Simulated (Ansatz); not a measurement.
## Tetragonal ZnSe monolayer in a perpendicular field

Wanted: the out-of-plane response of the tetragonal ZnSe monolayer. A positive field points along +c.

Method: plane-wave DFT, PBE-D3(BJ), Ansatz PAW, in Ansatz 0.2.0.

### 1. Set-up

The cell holds 4 atoms: 2 Se and 2 Zn. Cell: a = 4.000 Å, b = 4.000 Å, c = 36.386 Å, α = 90.0°, β = 90.0°, γ = 90.0°. Vacuum lies along c.

### 2. Relaxing the slab

The starting cell is a guess, so the in-plane lattice and the atoms are relaxed first, with the slab cut off from its images along the normal.

Contents of input.yaml:

```yaml
crystal:
  lattice:
    - [4.0, 0.0, 0.0]
    - [0.0, 4.0, 0.0]
    - [0.0, 0.0, 36.3857259733]
  atoms:
    - { symbol: Se, position: [0.5, 0.0, 0.4630936871] }
    - { symbol: Zn, position: [0.0, 0.0, 0.5] }
    - { symbol: Zn, position: [0.5, 0.5, 0.5] }
    - { symbol: Se, position: [0.0, 0.5, 0.5369063129] }
  periodic: [true, true, false]
kpoints:
  mp_grid: { grid: [8, 8, 1] }
hamiltonian:
  xc: pbe
  dispersion: d3bj
scf:
  occupations: { method: fermi_dirac, width: 0.05 }
  convergence: { dr2_threshold: 1.0e-09 }
relax:
  f_tol: 0.004
  max_steps: 90
  cell: {}
output:
  write_potential: true
  write_density: true
  volumetric_format: npy
```

The run is started by

```sh
$ ansatz run input.yaml --threads 2 --pin off --max-ram 3072MiB --backend cpu --events-out ev --progress --plain --runs-dir out
```

Numbers of over 12 decimals in the logs are rounded to 6 here.

Output:

```text
Warning: relax.cell: scf.convergence.dr2_threshold = 1e-9 eV is looser than the 2.48558912083e-10 eV advised for a relaxation that steers and ends on the stress (1e-10 eV for each atom of the cell: 4, times the square of relax.cell.stress_2d_tol = 0.05 N/m over 12.7 Å (the atoms' height at the walk's start and 5 Å past either face), 3.941e-2 GPa, over a crystal's default 0.05). What an SCF threshold leaves in a stress goes as its square root, and in the free energy as the threshold itself, and one threshold admits the most on a small cell: [figures from the program's tests cut] Set scf.convergence.dr2_threshold to 2.48558912083e-10 eV or tighter. [rest of the remark cut]
Engine: ansatz 0.2.0, aarch64-unknown-linux-gnu
Pseudopotentials: kind: paw
Pseudopotential: Se, paw, valence charge 16, recommended cutoff 420 eV (normal), Se.paw.azcp
Pseudopotential: Zn, paw, valence charge 12, recommended cutoff 420 eV (normal), Zn.paw.azcp
Functional definition: PBE
  parameter kappa = 0.804
  parameter beta = 0.066725
  exchange = pbe_x(kappa = kappa, mu = beta*pi^2/3)
  correlation = pbe_c(beta = beta)
Crystal: 4 atoms, lattice volume = 582.172 Å³
Basis set: ecut = 420 eV, 11409 PW (Γ), exchange–correlation on 54×54×500 points (8 copies of the dense FFT grid, shifted against one another)
Bands: 34, of which v1, the nominal top of the filled ones, is band 28 counted from 1 (27 counted from 0)
Symmetry: 16 space group operations
Space group: P4/nmm (ITA 129), of the structure as read, at distance tolerance 8.3e-5 Å
k-points: 15 of 64
Non-local potential: Se, projectors of the file, l = 0: 2, l = 1: 2, l = 2: 3, l = 3: 1
Non-local potential: Zn, projectors of the file, l = 0: 2, l = 1: 2, l = 2: 3, l = 3: 1
PAW form: soft (Blöchl's): semilocal exchange-correlation on the pseudo side does not see the compensation charge
PAW one-centre angular grid: Se, 590 points (default); XC on 64 Gauss nodes
PAW one-centre angular grid: Zn, 590 points (default); XC on 64 Gauss nodes
Initial density: superposition of atomic densities (neutral atoms: chi_scale 0, normalization atom), corrected by the library's trained network
Initial wavefunctions: pseudopotential atomic-orbital guess
Functional: x = pbe(κ = 0.804, μ = 0.219515), c = pbe(β = 0.066725)
SCF iter   1: F=—  HF=-17578.928749 eV  |F-HF|=—  |Δ(HF+E_count)|=         —  Δρ=8.71e-4  dr2=1.59e-2  ethr=1.77e-3  ⟨swp⟩=16.4  Hψ=3660  notcnv=0
preconditioner: auto → Resta (q_TF=auto, 1.847 Å⁻¹)  ε∞=1.7  [insulator: Δε(μ)=2.062 eV  Ē_g=11.225 eV  σ=0.050 eV  W_gap=1.00  n_scr=64 (ndim 8)  ℏωp=9.2 eV  f_vac=0.833  D(μ)=0.00/eV (n_scr^D=0)  ε∞_Penn≈1.7  vacuum switching on, ρ_ref=9.1e-3 e/Å³]
SCF iter   2: F=—  HF=-17578.926854 eV  |F-HF|=—  |Δ(HF+E_count)|=   1.90e-3  Δρ=4.14e-4  dr2=1.27e-3  ethr=2.83e-5  ⟨swp⟩=3.2  Hψ=1147  notcnv=0  defer=26
SCF iter   3: F=—  HF=-17578.927270 eV  |F-HF|=—  |Δ(HF+E_count)|=   4.16e-4  Δρ=1.63e-4  dr2=2.01e-4  ethr=2.27e-6  ⟨swp⟩=3.3  Hψ=1107  notcnv=0  defer=26
SCF iter   4: F=—  HF=-17578.927740 eV  |F-HF|=—  |Δ(HF+E_count)|=   4.70e-4  Δρ=1.67e-4  dr2=1.04e-4  ethr=3.58e-7  ⟨swp⟩=2.8  Hψ=934  notcnv=0  defer=26
SCF iter   5: F=—  HF=-17578.927830 eV  |F-HF|=—  |Δ(HF+E_count)|=   9.06e-5  Δρ=4.06e-5  dr2=9.12e-6  ethr=1.86e-7  ⟨swp⟩=2.7  Hψ=900  notcnv=0  defer=26
SCF iter   6: F=—  HF=-17578.927853 eV  |F-HF|=—  |Δ(HF+E_count)|=   2.22e-5  Δρ=7.10e-6  dr2=3.42e-7  ethr=1.63e-8  ⟨swp⟩=3.1  Hψ=917  notcnv=0  defer=26
SCF iter   7: F=—  HF=-17578.927966 eV  |F-HF|=—  |Δ(HF+E_count)|=   1.13e-4  Δρ=2.10e-6  dr2=5.45e-8  ethr=6.11e-10  ⟨swp⟩=3.0  Hψ=1025  notcnv=0  defer=26
SCF iter   8: F=—  HF=-17578.927966 eV  |F-HF|=—  |Δ(HF+E_count)|=   3.83e-8  Δρ=7.25e-7  dr2=4.21e-9  ethr=9.74e-11  ⟨swp⟩=3.0  Hψ=1024  notcnv=0  defer=26
SCF iter   9: F=-17578.927966 eV  HF=-17578.927966 eV  |F-HF|=4.73e-11  |Δ(HF+E_count)|=   1.42e-9  Δρ=1.71e-7  dr2=1.45e-10  ethr=1.79e-12  ⟨swp⟩=11.6  Hψ=4185  notcnv=0
SCF 1 converged in 9 iterations: F = -17578.927966 eV  dr2 = 1.45e-10
  greatest PAW one-centre occupation: 1.000 electrons in one spin orbital (limit 2), on the Se atom at site 3 (counted from 0), in its partial waves of l = 2
relax step   1: F+E_penalty+E_count = -17578.92796574 eV  Δ(F+E_penalty+E_count) = +0.000e0 eV  max|allowed force component| = 2.005e0 eV/Å  Δτ_max = 0.0000 Å  P = +4.428 N/m  Ω = 582.172 Å³  fix = [c, alpha, beta]  reactions: c +0.000 N/m  (9 SCF iters, accepted)
Crystal: 4 atoms, lattice volume = 582.069 Å³
Initial density: handed on by an earlier stage of this run
Initial wavefunctions: those handed on with the density
iter 1 solved again at ethr=5.84e-5 eV; its pass at ethr=3.10e-3 eV (dr2=3.27e-2 eV) is discarded
SCF iter   1: F=—  HF=-17579.281231 eV  |F-HF|=—  |Δ(HF+E_count)|=         —  Δρ=2.42e-3  dr2=3.00e-2  ethr=5.84e-5  ⟨swp⟩=3.1  Hψ=3031  notcnv=0
preconditioner: auto → Resta (q_TF=auto, 1.847 Å⁻¹)  ε∞=1.7  [insulator: Δε(μ)=2.354 eV  Ē_g=10.881 eV  σ=0.050 eV  W_gap=1.00  n_scr=64 (ndim 8)  ℏωp=9.2 eV  f_vac=0.824  D(μ)=0.00/eV (n_scr^D=0)  ε∞_Penn≈1.7  vacuum switching on, ρ_ref=8.6e-3 e/Å³]
SCF iter   2: F=—  HF=-17579.274026 eV  |F-HF|=—  |Δ(HF+E_count)|=   7.21e-3  Δρ=1.06e-3  dr2=4.88e-3  ethr=5.36e-5  ⟨swp⟩=2.7  Hψ=807  notcnv=0
SCF iter   3: F=—  HF=-17579.273693 eV  |F-HF|=—  |Δ(HF+E_count)|=   3.33e-4  Δρ=2.63e-4  dr2=2.50e-4  ethr=8.71e-6  ⟨swp⟩=3.3  Hψ=1115  notcnv=0
SCF iter   4: F=—  HF=-17579.273758 eV  |F-HF|=—  |Δ(HF+E_count)|=   6.48e-5  Δρ=1.42e-4  dr2=7.57e-5  ethr=4.46e-7  ⟨swp⟩=2.5  Hψ=857  notcnv=0
SCF iter   5: F=—  HF=-17579.273758 eV  |F-HF|=—  |Δ(HF+E_count)|=   4.13e-7  Δρ=4.64e-5  dr2=1.28e-5  ethr=1.35e-7  ⟨swp⟩=2.5  Hψ=872  notcnv=0
SCF iter   6: F=—  HF=-17579.273756 eV  |F-HF|=—  |Δ(HF+E_count)|=   1.74e-6  Δρ=1.54e-5  dr2=1.27e-6  ethr=2.29e-8  ⟨swp⟩=2.9  Hψ=1008  notcnv=0
SCF iter   7: F=—  HF=-17579.273869 eV  |F-HF|=—  |Δ(HF+E_count)|=   1.13e-4  Δρ=3.76e-6  dr2=6.91e-8  ethr=2.27e-9  ⟨swp⟩=2.7  Hψ=927  notcnv=0
SCF iter   8: F=—  HF=-17579.273869 eV  |F-HF|=—  |Δ(HF+E_count)|=   1.90e-7  Δρ=1.11e-6  dr2=4.45e-9  ethr=1.23e-10  ⟨swp⟩=2.9  Hψ=1034  notcnv=0
SCF iter   9: F=-17579.273869 eV  HF=-17579.273869 eV  |F-HF|=5.46e-10  |Δ(HF+E_count)|=   1.58e-8  Δρ=1.82e-7  dr2=1.39e-10  ethr=1.79e-12  ⟨swp⟩=11.1  Hψ=3844  notcnv=0
SCF 2 converged in 9 iterations: F = -17579.273869 eV  dr2 = 1.39e-10
[...]
SCF iter   7: F=—  HF=-17579.284590 eV  |F-HF|=—  |Δ(HF+E_count)|=   1.81e-8  Δρ=6.14e-7  dr2=1.76e-9  ethr=9.66e-11  ⟨swp⟩=2.7  Hψ=975  notcnv=0
SCF iter   8: F=-17579.284590 eV  HF=-17579.284590 eV  |F-HF|=1.75e-10  |Δ(HF+E_count)|=   1.15e-8  Δρ=2.09e-7  dr2=1.53e-10  ethr=1.79e-12  ⟨swp⟩=10.7  Hψ=3633  notcnv=0
SCF 3 converged in 8 iterations: F = -17579.284590 eV  dr2 = 1.53e-10
relax step   3: F+E_penalty+E_count = -17579.28459020 eV  Δ(F+E_penalty+E_count) = -1.072e-2 eV  max|allowed force component| = 3.376e-2 eV/Å  Δτ_max = 0.0245 Å  P = +0.294 N/m  Ω = 584.326 Å³  energy of the carried Pulay correction = -1.454e-4 eV  fix = [c, alpha, beta]  reactions: c +0.000 N/m  (8 SCF iters, accepted)
[...]
relax step   4: F+E_penalty+E_count = -17579.28536596 eV  Δ(F+E_penalty+E_count) = -7.758e-4 eV  max|allowed force component| = 5.366e-3 eV/Å  Δτ_max = 0.0002 Å  P = +0.104 N/m  Ω = 587.187 Å³  energy of the carried Pulay correction = -3.376e-4 eV  fix = [c, alpha, beta]  reactions: c +0.000 N/m  (6 SCF iters, accepted)
[...]
relax step   5: F+E_penalty+E_count = -17579.28547114 eV  Δ(F+E_penalty+E_count) = -1.052e-4 eV  max|allowed force component| = 4.682e-4 eV/Å  Δτ_max = 0.0037 Å  P = +0.021 N/m  Ω = 589.368 Å³  energy of the carried Pulay correction = -4.835e-4 eV  fix = [c, alpha, beta]  reactions: c +0.000 N/m  (6 SCF iters, accepted)
Initial wavefunctions: pseudopotential atomic-orbital guess (no wavefunctions were taken with the density)
iter 1 solved again at ethr=2.64e-6 eV; its pass at ethr=3.10e-3 eV (dr2=1.48e-3 eV) is discarded
SCF iter   1: F=—  HF=-17579.275731 eV  |F-HF|=—  |Δ(HF+E_count)|=         —  Δρ=1.62e-4  dr2=3.98e-6  ethr=2.64e-6  ⟨swp⟩=4.1  Hψ=5173  notcnv=0
eigensolver tolerance schedule: the retry pair's looser diagonalisation over-reported the residual by 370.56 of it (diagonalisation noise at 0.46 of the residual, at the tolerance the schedule requests for it); recorded, not acted on — ethr = c·dr2/N_el stays at c = 1.0e-1
preconditioner: auto → Resta (q_TF=auto, 1.843 Å⁻¹)  ε∞=1.7  [insulator: Δε(μ)=2.337 eV  Ē_g=10.741 eV  σ=0.050 eV  W_gap=1.00  n_scr=64 (ndim 8)  ℏωp=9.2 eV  f_vac=0.824  D(μ)=0.00/eV (n_scr^D=0)  ε∞_Penn≈1.7  vacuum switching on, ρ_ref=8.4e-3 e/Å³]
SCF iter   2: F=—  HF=-17579.282210 eV  |F-HF|=—  |Δ(HF+E_count)|=   6.48e-3  Δρ=8.19e-5  dr2=1.41e-6  ethr=7.11e-9  ⟨swp⟩=4.3  Hψ=1429  notcnv=0
SCF iter   3: F=—  HF=-17579.285005 eV  |F-HF|=—  |Δ(HF+E_count)|=   2.80e-3  Δρ=3.12e-5  dr2=2.94e-7  ethr=2.53e-9  ⟨swp⟩=3.1  Hψ=945  notcnv=0
SCF iter   4: F=—  HF=-17579.285823 eV  |F-HF|=—  |Δ(HF+E_count)|=   8.18e-4  Δρ=5.96e-6  dr2=3.80e-8  ethr=5.26e-10  ⟨swp⟩=3.4  Hψ=1059  notcnv=0
SCF iter   5: F=—  HF=-17579.285881 eV  |F-HF|=—  |Δ(HF+E_count)|=   5.77e-5  Δρ=1.35e-6  dr2=1.84e-9  ethr=6.78e-11  ⟨swp⟩=2.9  Hψ=949  notcnv=0  defer=1
iter 6 met the thresholds in force, and the SCF goes on: an eigenvalue changes by 7.95 meV, over its tolerance of 1.05 meV (output.eigenvalues, Limitations)
SCF iter   6: F=-17579.285890 eV  HF=-17579.285889 eV  |F-HF|=9.94e-7  |Δ(HF+E_count)|=   7.97e-6  Δρ=3.09e-7  dr2=3.06e-10  ethr=1.79e-12  ⟨swp⟩=30.0  Hψ=4607  notcnv=0
iter 7 met the thresholds in force, and the SCF goes on: an eigenvalue changes by 1.03 meV, over its tolerance of 1.02 meV (output.eigenvalues, Limitations)
SCF iter   7: F=-17579.285890 eV  HF=-17579.285890 eV  |F-HF|=1.28e-7  |Δ(HF+E_count)|=   8.67e-7  Δρ=8.37e-8  dr2=3.41e-11  ethr=1.00e-12  ⟨swp⟩=9.4  Hψ=3465  notcnv=0
Mixer restart at iter 7: flushing history
SCF iter   8: F=-17579.285890 eV  HF=-17579.285890 eV  |F-HF|=1.09e-11  |Δ(HF+E_count)|=   1.28e-7  Δρ=6.93e-8  dr2=7.87e-11  ethr=1.00e-12  ⟨swp⟩=8.7  Hψ=3371  notcnv=0
SCF 6 converged in 8 iterations: F = -17579.285890 eV  dr2 = 7.87e-11
relax step   6: F+E_penalty+E_count = -17579.28588996 eV  Δ(F+E_penalty+E_count) = -4.188e-4 eV  max|allowed force component| = 3.039e-4 eV/Å  Δτ_max = 0.0000 Å  P = +0.016 N/m  Ω = 589.368 Å³  fix = [c, alpha, beta]  reactions: c +0.000 N/m  stress off target by 1.57e-2 N/m on what of the cell is left free  SCF on the basis re-selected at this cell (its energy is not comparable with the rows above)  (8 SCF iters)
basis re-selected at this cell: Δ(F+E_penalty+E_count) = -4.188e-4 eV, ΔP = -0.005 N/m vs the last step (what re-selecting the basis moved, of the pressure what is left beyond the Pulay correction that the steps carried, after the strain that the cell walked since its last selection, with what the two solves' SCF thresholds leave and, on support functions, any second-order correction that the steps lacked; it is no m [...]
WARN: The output density's exchange-correlation potential varies sharply where the density is thin. Do not read a vacuum level from v_tot or v_xc, or from such a field of the output density. On a cell that repeats whose density bears no net charge and no dipole along the vacuum's axis use v_es (v_loc + v_h of the components); under efield.dipole_correction with no amplitude use v_es + v_field, which holds any externa [...]
SCF converged after 8 iterations
an eigenvalue changed by more than its tolerance at an iteration that met the thresholds in force, so the SCF went on 2 times, its first undamped step at iteration 7: the last check found none over its tolerance
Free energy (F): -17579.285890 eV
Harris-Foulkes:  -17579.285890 eV  (|F-HF|=1.09e-11)
Internal energy: -17579.285890 eV  (E = F + TS)
E sigma→0 (E₀):  -17579.285890 eV
Fermi energy:    -4.685854 eV
--- Per-component energies (eV) ---
  E_band       = -1465.083464
  E_kinetic    = 498.547764
  E_local      = -143309.329399  (includes V_loc(G=0)·N_el)
  E_nonlocal   = 37.902378
  E_hartree    = 70982.549884
  E_xc         = -482.305114
  E_vxc        = -299.560746  (∫ρ·V_xc dr)
  E_paw        = -7479.420319  (= ΣΔE_a)
  E_vpaw       = -357.742086  (= ΣTr[D̂ρ^β])
  E_aug_tail   = -0.001882  (compensation charges beyond the density's cutoff)
  E_ewald      = 62173.644009
  E_disp       = -0.873213  (pairwise vdW)
  E_smearing   = -0.000000  (= −TS)
  E_closure    = 0.000000  (closes the sum)
  Σ components = -17579.285890   (vs F -17579.285890, Δ=0.00e0)
--- Forces (eV/Å), atoms counted from 1 ---
  atom   1  Se     0.00000000     0.00000000    -0.00030393
  atom   2  Zn     0.00000000     0.00000000    -0.00000000
  atom   3  Zn     0.00000000     0.00000000     0.00000000
  atom   4  Se    -0.00000000     0.00000000     0.00030393
  max |Σ_I F_I| component: 0.00e0 eV/Å
--- 2D stress c σ (N/m, compression-positive) ---
        0.015685       0.000000       0.000000
        0.000000       0.015685       0.000000
        0.000000       0.000000       0.000000
  P = ½ c Tr σ = 0.0157 N/m
--- Band table (eV; the first three rows and the last of 15) ---
  k-point 0: bands = [... 24 lower, -7.8618, -6.5279, -5.8974, -5.8974, -3.5603, -3.2585, -2.5968, -0.3844, ... 2 higher]
  k-point 1: bands = [... 24 lower, -7.7334, -6.4983, -6.3297, -5.9134, -3.2263, -2.9068, -1.9967, -0.5379 (-0.5379°), ... 2 higher]
  k-point 2: bands = [... 24 lower, -7.3913, -6.9568, -6.5549, -5.9843, -3.0423, -2.4497, -0.9462 (-0.9462°), -0.0810 (-0.0810°), ... 2 higher]
  k-point 14: bands = [... 24 lower, -8.1893, -8.1893, -8.1712, -8.1712, -1.9118, -1.9118, -1.6855, -1.6855, ... 2 higher]
  ° read free of the cell's end (the report's vacuum.weakly_bound_levels)
--- Relaxed structure (5 steps of the walk, 5 accepted, 1 SCFs on fresh bases) ---
  F+E_penalty+E_count = -17579.28588996 eV   max|allowed force component| = 3.039e-4 eV/Å   (the final SCF, on the basis selected at the relaxed cell)
  cell:  # Å, volume = 589.3678 Å³
    - [4.024646, 0, 0.0]
    - [0, 4.024646, 0.0]
    - [0.0, 0.0, 36.3857259733]
  atoms:
    - { symbol: Se, position: [0.5, 0, 0.458377] }
    - { symbol: Zn, position: [0, 0, 0.5] }
    - { symbol: Zn, position: [0.5, 0.5, 0.5] }
    - { symbol: Se, position: [0, 0.5, 0.541623] }
```

Elapsed: 72 s, on 2 threads of Arm Neoverse V2, shared host; peak memory 0.84 GiB.

Relaxation path:

| step | energy less that of the first step (eV) | largest force component (eV/Å) | volume (Å³) |
| --- | --- | --- | --- |
| 1 | 0.0000 | 2.0054 | 582.17 |
| 2 | -0.3459 | 0.3195 | 582.07 |
| 3 | -0.3566 | 0.0338 | 584.33 |
| 4 | -0.3574 | 0.0054 | 587.19 |
| 5 | -0.3575 | 0.0005 | 589.37 |
| 6* | -0.3579 | 0.0003 | 589.37 |

Relaxation steps marked * repeat the geometry before them on a plane-wave basis chosen anew for their cell, so energy and pressure can jump there.

Forces are held to the 16 operations that the run works with; a distortion that breaks them can't arise in this run.

| cell as run | before | after | change |
| --- | --- | --- | --- |
| a (Å) | 4.000 | 4.025 | +0.6 % |
| b (Å) | 4.000 | 4.025 | +0.6 % |

The atoms that moved most (Å, along periodic axes as changes of fractional coordinates times the final cell, across vacuum about the mean position):

| atom | dx | dy | dz | length |
| --- | --- | --- | --- | --- |
| Se1 | 0.000 | 0.000 | -0.172 | 0.172 |
| Se4 | 0.000 | 0.000 | 0.172 | 0.172 |

The relaxed structure:

```cif
data_structure
_symmetry_space_group_name_H-M 'P 1'
_symmetry_Int_Tables_number 1
_cell_length_a 4.0246
_cell_length_b 4.0246
_cell_length_c 36.3857
_cell_angle_alpha 90.000
_cell_angle_beta 90.000
_cell_angle_gamma 90.000
_cell_volume 589.37
loop_
_atom_site_label
_atom_site_type_symbol
_atom_site_fract_x
_atom_site_fract_y
_atom_site_fract_z
_atom_site_occupancy
Se1 Se 0.50000 0.00000 0.45838 1
Zn2 Zn 0.00000 0.00000 0.50000 1
Zn3 Zn 0.50000 0.50000 0.50000 1
Se4 Se 0.00000 0.50000 0.54162 1
```

Numbers from this step:

```yaml
gap_on_the_k_mesh: 2.337 eV
```

The lattice constant a goes from 4.000 to 4.025 Å.

[end of part 1 of 2]

[Logs are printed without paths, hosts, clocks, repeated set-up lines and the standing remarks that a program may print on its own settings, such as how far it seeks lower states.]

[Hosts, paths, dates, database ids (printed as entryN), source tags and the programs' standing remarks are cut or masked in the printed files.]

[Maps of the electrostatic potential energy from Ansatz leave out the sawtooth potential of an applied field or a dipole correction, so their vacuum need not be flat; planar profiles and work functions include it.]
